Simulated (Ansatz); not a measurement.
Space group Fm-3m (No. 225). a = 4.050 Å, b = 4.050 Å, c = 4.050 Å, α = 90.00°, β = 90.00°, γ = 90.00°
```json
{"atom": "Al", "site": "4a", "symmetry": "m-3m", "x": "0.0000", "y": "0.0000", "z": "0.0000"}
```

Problem. What reflectivity and colour does Ansatz, LDA, independent particles, without spin-orbit coupling, line width 0.1 eV (Gaussian), carrier damping 0.1 eV give for this metal?

Solution. Reflectivity along the first axis:

```csv
E (eV),R (%)
1.00,97.4
1.25,89.7
1.50,87.4
1.75,91.4
2.00,92.4
2.25,92.9
2.50,93.1
2.75,93.3
3.00,93.4
3.25,93.5
3.50,93.6
3.75,93.7
4.00,93.7
4.25,93.8
4.50,93.9
4.75,93.9
5.00,94.0
```

The colour is near white: CIE x = 0.312, y = 0.329, luminous reflectivity 93 % under D65, from the mean over the axes. The mesh is 14×14×14, and the carriers' damping is typed.

[Logs are printed without paths, hosts, clocks, repeated set-up lines and the standing remarks that a program may print on its own settings, such as how far it seeks lower states.]
